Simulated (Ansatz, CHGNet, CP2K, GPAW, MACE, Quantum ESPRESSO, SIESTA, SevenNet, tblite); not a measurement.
# Random packing of C72N28 (at. %) (57 atoms) in SIESTA, part 2 of 2

Aim: run random packing of C72N28 (at. %) (57 atoms) in SIESTA and see how near its forces come to a plane-wave reference, and at what cost.

Program: SIESTA 5.4.2; the method stands at each step. Banners, paths, timers and routine set-up lines are dropped from the logs unmarked, and long logs keep their key lines alone; longer cuts are marked. The potentials were converted by us to PSML.

So far. Step 2 (PBE, DZP, shift 0.01 Ry, mesh 500 Ry): Forces lie 4.6 % from the reference's, at 24 times its CPU time (on 2 against 4 cores). Step 3 (PBE, SZP, shift 0.01 Ry, mesh 500 Ry): Against the first run (4.6 %), the force difference from the reference is 29 %, at 0.77 times the CPU time, with 513 basis functions against 741: the smaller basis costs accuracy.

### Step 4. PBE, DZP, shift 0.001 Ry, mesh 500 Ry

Method: Kohn-Sham DFT, PBE, PseudoDojo 0.4.1 norm-conserving pseudopotentials (converted to PSML), numerical atomic orbitals (DZP), diagonalisation.

Contents of input.fdf:

```
SystemLabel cell
NumberOfAtoms 57
NumberOfSpecies 2
%block ChemicalSpeciesLabel
  1 6 C
  2 7 N
%endblock ChemicalSpeciesLabel
LatticeConstant 1.0 Ang
%block LatticeVectors
  7.97600 0.00000 0.00000
  0.00000 7.97600 0.00000
  0.00000 0.00000 7.97600
%endblock LatticeVectors
PAO.BasisSize DZP
PAO.EnergyShift 0.001 Ry
XC.Functional GGA
XC.Authors PBE
MeshCutoff 500 Ry
%block kgrid_Monkhorst_Pack
  1 0 0 0.0
  0 1 0 0.0
  0 0 1 0.0
%endblock kgrid_Monkhorst_Pack
SolutionMethod diagon
OccupationFunction FD
ElectronicTemperature 580 K
SCF.Mixer.Method Pulay
SCF.Mixer.Weight 0.05
SCF.Mixer.History 8
SCF.Mix Hamiltonian
MaxSCFIterations 300
SCF.DM.Tolerance 1e-04
SCF.H.Tolerance 1.0e-3 eV
WriteForces T
Write.HirshfeldPop T
Write.VoronoiPop T
Write.DM F
Write.H F
XML.Write F
AtomicCoordinatesFormat Fractional
%block AtomicCoordinatesAndAtomicSpecies
[... 57 atom lines left out: the same atoms as in the first run ...]
%endblock AtomicCoordinatesAndAtomicSpecies
```

Run with:

```console
$ OMP_NUM_THREADS=1 mpirun -np 4 siesta < input.fdf > output.txt
```

Log:

```text
Version         : 5.4.2
reinit: System Name:
reinit: System Label: cell
initatom: Reading input for the pseudopotentials and atomic orbitals ----------
Species number:   1 Atomic number:    6 Label: C
Species number:   2 Atomic number:    7 Label: N
Ground state valence configuration (from tables):   2s02  2p02  3d00  4f00
Ground state valence configuration (from tables):   2s02  2p03  3d00  4f00
---- Processing specs for species: C
GGA--PBE XC_GGA_X_PBE--XC_GGA_C_PBE pb
---- Processing specs for species: N
GGA--PBE XC_GGA_X_PBE--XC_GGA_C_PBE pb
[... lines left out ...]
stepf: Fermi-Dirac step function
        iscf     Eharris(eV)        E_KS(eV)     FreeEng(eV)     dDmax    Ef(eV) dHmax(eV)
[... lines left out ...]
SCF Convergence by DM+H criterion
[... lines left out ...]
SCF cycle converged after 21 iterations
[... lines left out ...]
   Max    5.521747
[... lines left out ...]
   Max    5.521747    constrained
Stress tensor Voigt[x,y,z,yz,xz,xy] (kbar):      265.81      235.54      225.29      -69.67      -26.23      -23.32
[... lines left out ...]
siesta: FreeEng =    -11021.288126
[... lines left out ...]
siesta:       Ion-ion =   -6537.214587
siesta:         Total =  -11021.031118
siesta:         Fermi =      -5.955339
siesta: Stress tensor (static) (eV/Ang**3):
siesta:     0.165903   -0.014556   -0.016372
siesta:    -0.014557    0.147013   -0.043483
siesta:    -0.016372   -0.043483    0.140615
siesta: Cell volume =        507.405810 Ang**3
siesta: Pressure (static):
siesta:                Solid            Molecule  Units
siesta:          -0.00164653         -0.00163345  Ry/Bohr**3
siesta:          -0.15117720         -0.14997658  eV/Ang**3
siesta:        -242.21257030       -240.28896414  kBar
    Orbital volume contribution        =          43.278431 eV
    (Free)E + p_basis*V_orbitals       =      -10978.009694 eV
    (Free)Eharris+ p_basis*V_orbitals  =      -10978.009692 eV
Hirshfeld Atomic Populations:
Atom #   charge [q] valence [e]  Species
     1     0.007624    3.992376  C
     2    -0.004563    4.004563  C
     3     0.060543    3.939457  C
[...]
42    -0.010014    5.010014  N
    43    -0.048846    5.048846  N
    44    -0.023782    5.023782  N
[...]
--------------------
 Total    -0.000002
Voronoi Atomic Populations:
Atom #   charge [q] valence [e]  Species
[...]
40     0.006230    3.993770  C
    41     0.002390    3.997610  C
[...]
56    -0.056830    5.056830  N
    57    -0.098757    5.098757  N
--------------------
 Total    -0.000002
```

Elapsed: 4.9 min, on 4 MPI ranks of Arm Neoverse V1, shared host; peak memory 2.4 GiB.

Numbers from this run, and their distance from the reference:

```yaml
r_m_s_force_component: 1.899 eV/Å
r_m_s_difference_of_force_components: 117.3 meV/Å
longest_difference_of_force_vectors: 363.1 meV/Å
force_difference_over_r_m_s_force: 5.938 %
slope_of_forces_against_the_reference_s: 0.96
correlation_of_force_components: 0.999
pressure: -24.22 GPa
pressure_difference: 2.39 GPa
```

Against the first run (4.6 %), the force difference from the reference is 5.9 %, at 4.1 times the CPU time (on 4 against 2 cores).

The run ends at a pressure of -24.22 GPa, with forces up to 6.9 eV/Å.

### Step 5. The ladder

Differences are against the plane-wave reference, forces as r.m.s. over components; share is that over the reference's r.m.s. force, slope the least-squares factor from reference forces to these. Total energies of different programs have different zeros and aren't compared.

```tsv
run	Δ force, r.m.s. (meV/Å)	share (%)	slope	Δ pressure (GPa)	cores	CPU time	memory (GiB)
reference	-	-	-	-	4	12 s	0.58
SIESTA PBE, DZP, shift 0.01 Ry, mesh 500 Ry	91.3	4.62	0.982	1.44	2	4.8 min	1.2
SIESTA PBE, SZP, shift 0.01 Ry, mesh 500 Ry (coarse)	563	28.5	0.788	8.35	2	3.7 min	1.1
SIESTA PBE, DZP, shift 0.001 Ry, mesh 500 Ry	117	5.94	0.960	2.39	4	20 min	2.4
```

Rows marked coarse were listed beforehand as settings not expected to be converged; some can still land near the reference.

CPU time is summed over cores on a shared host, where runs went side by side, so it is rough. Symmetry, cutoffs, thresholds, outputs and thread counts weren't matched or tuned between programs; memory under MPI is the largest rank's times the ranks.

Mean charges by element (e), by run and scheme:

```tsv
run	scheme	C	N
reference	Löwdin	+0.06	-0.09
SIESTA PBE, DZP, shift 0.01 Ry, mesh 500 Ry	Hirshfeld	+0.01	-0.03
SIESTA PBE, DZP, shift 0.001 Ry, mesh 500 Ry	Hirshfeld	+0.02	-0.04
```

The reference's Löwdin charges lack the electrons that the projection spills, 0.021 e an atom on average.

### Step 6. Results

```yaml
nearest_in_forces: SIESTA PBE, DZP, shift 0.01 Ry, mesh 500 Ry, 4.6 %
its_cpu_time: 4.8 min
```

The PBE runs in local orbitals, coarse settings apart, differ by 4.6 % (SIESTA PBE, DZP, shift 0.01 Ry, mesh 500 Ry) to 5.9 % (SIESTA PBE, DZP, shift 0.001 Ry, mesh 500 Ry); basis, grid and potentials can all enter. Runs with settings chosen to be coarse differ by 29 % (SIESTA PBE, SZP, shift 0.01 Ry, mesh 500 Ry), their programs' other errors included. None of the electronic-structure runs in the table takes under half the reference's CPU time of 12 s; they take 19 to 99 times as much. SIESTA PBE, SZP, shift 0.01 Ry, mesh 500 Ry softens the forces by a factor of 0.79 while following their directions (correlation 0.972); the slopes of the 3 SIESTA runs lie between 0.79 and 0.98. In pressure, SIESTA PBE, SZP, shift 0.01 Ry, mesh 500 Ry misses by +8.3 GPa, at the same functional. Charges hang on scheme and program or settings: among these rows the mean for N runs from -0.09 to -0.03 e. The reference's stress is far from hydrostatic: its diagonal is -29.0, -26.0, -24.8 GPa, compression counted positive. The reference's pressure of -27 GPa says that the cell would shrink at this level of theory. The electronic-structure runs sample only Γ, in a cell whose shortest periodic width is 8 Å, which is coarse for a cell with partly filled levels.

[Also dropped from logs without a mark: logging warnings of Python, and SIESTA's first energy breakdown and zero terms.]

[Logs are printed without paths, hosts, clocks, repeated set-up lines and the standing remarks that a program may print on its own settings, such as how far it seeks lower states.]

[Hosts, paths, dates, database ids (printed as entryN), source tags and the programs' standing remarks are cut or masked in the printed files.]
